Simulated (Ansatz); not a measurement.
# Be2Si (model cell, started as cuprite): from the cell to its phonons, part 2 of 2

The cell of Be2Si (model cell, started as cuprite) is at rest. What are its phonons? After the zone centre comes a 2×2×2 q mesh on a 6×6×6 k mesh.

Ansatz 0.2.0; DFT PBEsol, scalar-relativistic, plane waves, PAW.

So far. Step 2 (Linear response at the zone centre): Before it was imposed, the acoustic sum rule was missed by 3.0e-5 eV/Å² and the charge sum rule by 0.0032 e. Small misses are needed for a sound result but don't prove that mesh and cutoff are converged. The lowest optical mode is imaginary, 91.5i cm⁻¹, so the energy falls along it.

The structure was built from a prototype and need not be the compound's stable phase.

**3. Phonons on a q mesh**

Stability and thermal properties need the whole zone. Linear response on a 2×2×2 q mesh gives force constants as far as a supercell of that size would, and the tensors from the zone-centre run are typed in so that the long-range dipole term is interpolated apart.

The input, input.yaml:

```yaml
crystal:
  lattice:
    - [4.9245737558, 0.0, 0.0]
    - [0.0, 4.9245737558, 0.0]
    - [0.0, 0.0, 4.9245737558]
  atoms:
    - { symbol: Si, position: [0.0, 0.0, 0.0] }
    - { symbol: Si, position: [0.5, 0.5, 0.5] }
    - { symbol: Be, position: [0.25, 0.25, 0.25] }
    - { symbol: Be, position: [0.75, 0.75, 0.25] }
    - { symbol: Be, position: [0.75, 0.25, 0.75] }
    - { symbol: Be, position: [0.25, 0.75, 0.75] }
kpoints:
  mp_grid: { grid: [6, 6, 6] }
hamiltonian:
  xc: pbesol
scf:
  occupations: { method: fixed }
output:
  eigenvalues: true
phonons:
  method: dfpt
  qmesh: [2, 2, 2]
  temperatures: { t_max: 1000, t_step: 50 }
  qpath:
    path:
      - [[0.0, 0.0, 0.0], [0.0, 0.5, 0.0], [0.5, 0.5, 0.0], [0.0, 0.0, 0.0], [0.5, 0.5, 0.5], [0.0, 0.5, 0.0]]
      - [[0.5, 0.5, 0.5], [0.5, 0.5, 0.0]]
    npoints: 10
  non_analytic_term:
    high_frequency_dielectric_tensor: [[11.6237, 0.0, 0.0], [0.0, 11.6237, 0.0], [0.0, 0.0, 11.6237]]
    born_effective_charges:
      - { species: Si, tensor: [[-2.5916, 0.0, 0.0], [0.0, -2.5916, 0.0], [0.0, 0.0, -2.5916]] }
      - { species: Si, tensor: [[-2.5916, 0.0, 0.0], [0.0, -2.5916, 0.0], [0.0, 0.0, -2.5916]] }
      - { species: Be, tensor: [[1.2958, 0.5053, 0.5053], [0.5053, 1.2958, 0.5053], [0.5053, 0.5053, 1.2958]] }
      - { species: Be, tensor: [[1.2958, 0.5053, -0.5053], [0.5053, 1.2958, -0.5053], [-0.5053, -0.5053, 1.2958]] }
      - { species: Be, tensor: [[1.2958, -0.5053, 0.5053], [-0.5053, 1.2958, -0.5053], [0.5053, -0.5053, 1.2958]] }
      - { species: Be, tensor: [[1.2958, -0.5053, -0.5053], [-0.5053, 1.2958, 0.5053], [-0.5053, 0.5053, 1.2958]] }
    source: "zone-centre run at this cell"
```

Command:

```
> ansatz run input.yaml --threads 8 --pin off --max-ram 14336MiB --backend cpu --events-out ev --progress --plain --runs-dir out
```

Numbers of over 12 decimals in the logs are rounded to 6 here.

Output:

```text
Warning: phonons: the dynamical matrix that this run interpolates holds no multipole term above the dipole-dipole one, and a site of this crystal is no centre of inversion, so its interpolated transverse optical and acoustic branches and sound speeds can stay off near Gamma, and the density of states and the thermodynamics with them. What a run solves at a wave vector of phonons.qpoints, Gamma apart, where the deck admits one, is free of this, and under fd what a larger phonons.supercell samples
[...]
Crystal: 6 atoms, lattice volume = 119.428 Å³
Basis set: ecut = 420 eV, 2325 PW (Γ), exchange–correlation on 72×72×72 points (8 copies of the dense FFT grid, shifted against one another)
Bands: 14, of which v1, the nominal top of the filled ones, is band 8 counted from 1 (7 counted from 0)
Symmetry: 48 space group operations
k-points: 20 of 216
[...]
SCF iter   1: F=—  HF=-1598.240014 eV  |F-HF|=—  |Δ(HF+E_count)|=         —  Δρ=3.52e-3  dr2=2.89e-2  ethr=1.77e-3  ⟨swp⟩=5.0  Hψ=1592  notcnv=0  defer=63
[...]
SCF iter   7: F=-1598.232029 eV  HF=-1598.232029 eV  |F-HF|=1.36e-12  |Δ(HF+E_count)|=  1.98e-11  Δρ=6.32e-8  dr2=7.18e-12  ethr=1.00e-12  ⟨swp⟩=10.2  Hψ=2216  notcnv=0
SCF 1 converged in 7 iterations: F = -1598.232029 eV  dr2 = 7.18e-12
[...]
NSCF: frozen V_eff on 20 k-points
[...]
DFPT response loops at q = (0, 0, 0) (fractional): preconditioner auto → Resta (q_TF=auto, 1.952 Å⁻¹)  ε∞=13.7 (no band partly filled); β = 1.00, the filter's whole step (`scf.mixing.beta` (0.50) is not read by the response loops at its default; to damp them type it under 1.00, their step now; it binds the ground state too); Broyden in place of MSR1
[...]
SCF converged after 7 iterations
Free energy (F): -1598.232029 eV
[...]
Internal energy: -1598.232029 eV  (E = F + TS)
E sigma→0 (E₀):  -1598.232029 eV
Fermi energy:    1.719952 eV
[...]
--- Band table (eV; the first three rows and the last of 20) ---
  k-point 0: bands = [... 4 lower, 0.1946, 1.7200, 1.7200, 1.7200, 2.0405, 2.0405, 5.2182, 6.6462, ... 2 higher]
  k-point 1: bands = [... 4 lower, 0.2856, 1.2261, 1.6387, 1.6387, 2.2011, 2.9213, 5.7841, 5.8088, ... 2 higher]
  k-point 2: bands = [... 4 lower, 0.5352, 0.5352, 1.3932, 1.3932, 2.6805, 4.4772, 4.5446, 5.8706, ... 2 higher]
  k-point 19: bands = [... 4 lower, -0.5706, -0.3864, -0.3864, -0.3864, 5.0001, 5.0001, 5.0001, 7.5425, ... 2 higher]
--- Phonons (Γ-DFPT): 2 representative perturbations + reference (Σ response iterations 6) ---
  ASR residual: 2.939e-5 → 0.000e0 eV/Å²; symmetrization residual: 3.785e-8 eV/Å²
  ASR residual per site (eV/Å²): 2.94e-5 2.94e-5 4.69e-6 4.69e-6 4.69e-6 4.69e-6
[...]
--- Phonons (arbitrary-q DFPT): 4 irreducible q on the 2×2×2 mesh ---
  q = [0.0000, 0.0000, 0.0000] (star 1, of the zone-centre solve; hermiticity 7.16e-9, symmetrization 3.02e-14): -91.47 -91.47 -91.47 -82.61 -82.61 -82.61 0.00 0.00 0.00 289.03 289.03 318.36 318.36 318.36 734.44 769.45 769.45 769.45
  q = [0.0000, 0.0000, -0.5000] (star 3, 4 solved perturbations in 284 linear systems a pass and spin channel, the states on 112 of 216 k-point pairs; hermiticity 1.44e-8, symmetrization 4.14e-15): -79.70 -79.70 -51.35 -51.35 65.95 65.95 114.29 114.29 172.56 172.56 228.97 228.97 322.33 322.33 766.92 766.92 768.35 768.35
[...]
sum rule: each row above includes the acoustic sum rule's correction from the zone centre's row sums; it moved no ω² by more than (0.57 cm⁻¹)²
  mesh force constants: q→R imaginary residual 1.98e-17; ASR residual 2.939e-5 → 0.000e0 eV/Å²; symmetrization residual 7.994e-15 eV/Å²
  interpolated dispersion: 63 rows × 18 modes
  density of states and harmonic sums: on the 14×14×14 q-mesh, interpolated from the force constants of a 2×2×2 supercell (with the dipole–dipole term of supplied tensors)
  largest difference from the sums on the solved wave vectors: F 1.91e-1 eV, S 2.39e-4 and C_V 4.77e-5 eV/K
  zero-point energy: 0.295278 eV/cell   skipped modes (ω ≤ 0): 619, of them read as no rigid motion or as one in doubt: 616 (5.071e0 modes/cell left out, lowest -105.32 cm⁻¹)   left out of the sums: 2.82e-1 of the cell's modes: C_V's classical limit lies that fraction below 3 k_B per atom; for a crystal, a wire or a layer, F and S can be off by more, and a phonons.interpolated_qmesh denser along its periods is the remedy for the sampling
```

Wall time 14 s (8 threads of Arm Neoverse V2, shared host); peak memory 0.83 GiB.

Numbers from this step:

```yaml
sum_rule_residual_before_enforcement: 2.94e-5 eV/Å²
lowest_frequency_on_the_path: -105.8 cm⁻¹
highest_frequency_on_the_path_or_at_a_solved_wavevector: 797.1 cm⁻¹
lowest_mode_on_the_q_mesh_acoustic_modes_at_gamma_apart: -96.74 cm⁻¹
```

Frequencies (cm⁻¹) solved at each irreducible wavevector; negative means imaginary. Frequencies by wavevector, by row:

```
q in reciprocal lattice units  star  mode 1  mode 2  mode 3  mode 4  mode 16  mode 17  mode 18
                        0 0 0     1   -91.5   -91.5   -91.5   -82.6    769.5    769.5    769.5
                     0 0 -0.5     3   -79.7   -79.7   -51.4   -51.4    766.9    768.4    768.4
                  0 -0.5 -0.5     3   -85.2   -85.2   -64.6   -64.6    764.5    770.6    770.6
               -0.5 -0.5 -0.5     1   -96.7   -96.7   -96.7   -42.7    774.1    774.1    774.1
```

Interpolated from a 2×2×2 q mesh, with the LO-TO term (at Γ the limit along the path; where Γ stands inside the path, tables give the limit on arrival). The phonon branches at the labelled points (cm⁻¹):

```
    point  branch 1  branch 2  branch 3  branch 4  branch 15  branch 16  branch 17  branch 18
        Γ       -92       -92       -83       -83        734        770        770        797
  halfway       -84       -84       -62       -62        744        769        769        789
        X       -80       -80       -51       -51        767        767        768        768
  halfway       -85       -85       -51       -51        765        765        770        770
        M       -85       -85       -65       -65        764        764        771        771
  halfway      -106       -67       -57       -50        750        769        770        781
        Γ       -92       -92       -83       -83        734        770        770        797
  halfway       -85       -85       -77       -32        753        771        771        772
        R       -97       -97       -97       -43        731        774        774        774
  halfway       -79       -76       -68       -55        754        768        770        772
        X       -80       -80       -51       -51        767        767        768        768
jump to R       -97       -97       -97       -43        731        774        774        774
  halfway       -87       -87       -62       -62        745        772        772        772
        M       -85       -85       -65       -65        764        764        771        771
```

The phonon density of states has structure finer than the step of the table below, so its rows give means over 50 cm⁻¹, whole bins alone (the curve runs from -105 to 795 cm⁻¹). Peaks (cm⁻¹: height): -85.0: 0.0912, 185.0: 0.0366, 325.0: 0.103, 765.0: 0.153.

Tetrahedra on a 14×14×14 mesh, mean over bins of 10 cm-1. Interpolated from a 2×2×2 q mesh. Table of phonon density of states by wavenumber; means over each step:

```csv
wavenumber (cm⁻¹),phonon density of states (1/cm⁻¹/cell)
-50,0.0572
0,0.0183
50,0.0200
100,0.0235
150,0.0320
200,0.0265
250,0.0172
300,0.0209
350,0.0289
400,0
450,0
500,0
550,0
600,0
650,0
700,0
750,0.0618
```

The partial phonon density of states has structure finer than the step of the table below, so its rows give means over 25 cm⁻¹, whole bins alone (the curve runs from -116 to 830 cm⁻¹). Peaks (cm⁻¹: height): Be -80.0: 0.0778, 187.6: 0.0269, 770.3: 0.141; Si -56.3: 0.0180, 330.3: 0.0816, 770.3: 0.0272.

Phonopy on the run's constants, 11x11x11 mesh, Gaussian sigma 6.8 cm-1. Interpolated from a 2×2×2 q mesh. Partial phonon density of states against wavenumber; means over each step; values in 1/cm⁻¹/cell:

```csv
wavenumber (cm⁻¹),Be,Si
-100,0.0290,0.00142
-75,0.0689,0.00857
-50,0.0464,0.0165
-25,0.0180,0.00939
0,0.00507,0.00391
25,0.0137,0.0104
50,0.0139,0.00752
75,0.0169,0.00304
100,0.0191,0.00378
125,0.0223,0.00708
150,0.0219,0.00982
175,0.0228,0.00929
200,0.0191,0.00715
225,0.0123,0.00504
250,0.00741,0.0106
275,0.00379,0.0140
300,7.5e-4,0.0119
325,4.5e-4,0.0610
350,1.1e-4,0.0171
375,0,1.4e-5
400,0,0
425,0,0
450,0,0
475,0,0
500,0,0
525,0,0
550,0,0
575,0,0
600,0,0
625,0,0
650,0,0
675,0,0
700,1.9e-6,0
725,0.00299,1.0e-4
750,0.0425,0.00494
775,0.0878,0.0167
800,0.00421,8.5e-4
```

Symmetry leaves 4 wavevectors to solve. The lowest mode among them, the acoustic zeros apart, lies at q = (-0.5, -0.5, -0.5) and is imaginary, 96.7i cm⁻¹, so the energy falls along it. Between them the interpolated path dips to 106i cm⁻¹.

**4. Summary of results**

- space group (within 0.01 Å): Pn-3m
- volume per atom: 19.9 Å³
- gap on the k-mesh: 0.321 eV
- highest optical mode at the zone centre (no LO-TO term): 769 cm⁻¹
- top of the zone-centre spectrum with the field: 797 cm⁻¹
- lowest optical zone-centre mode: -91.5 cm⁻¹
- mean high-frequency dielectric constant: 11.6
- largest Born charge (third of the trace): -2.59 e
- lowest mode on the q mesh (acoustic modes at Γ apart): -96.7 cm⁻¹
- highest frequency on the path or at a solved wavevector: 797 cm⁻¹
- imaginary modes on the 2×2×2 q mesh: yes

In words: Modes are clearly imaginary (beyond 10i cm⁻¹) at 4 of the 4 irreducible wavevectors, most at q = (-0.5, -0.5, -0.5) (96.7i cm⁻¹), so this structure is not a minimum of the energy. Without the field, the optical modes at Γ span -91 to 769 cm⁻¹ (negative means imaginary). The highest mode in this list at Γ, 769.5 cm⁻¹, is mostly motion of Be (82 % of the kinetic energy). With the macroscopic field of the longitudinal modes the top of the zone-centre spectrum lies at 797 cm⁻¹, against 769 cm⁻¹ without it. Among the real modes, the strongest infrared line is at 770 cm⁻¹. With the field response the log warns that the k mesh is coarse for the force constants too, so the frequencies may not be converged. The program warns that the interpolation holds no quadrupole term, so branches close to Γ can be off in this crystal. The starting cell was built on a prototype and not taken from a measurement, so the phase need not exist. These are harmonic frequencies at zero temperature: anharmonic shifts, linewidths and thermal expansion are left out.

[Logs are printed without paths, hosts, clocks, repeated set-up lines and the standing remarks that a program may print on its own settings, such as how far it seeks lower states.]

[Hosts, paths, dates, database ids (printed as entryN), source tags and the programs' standing remarks are cut or masked in the printed files.]
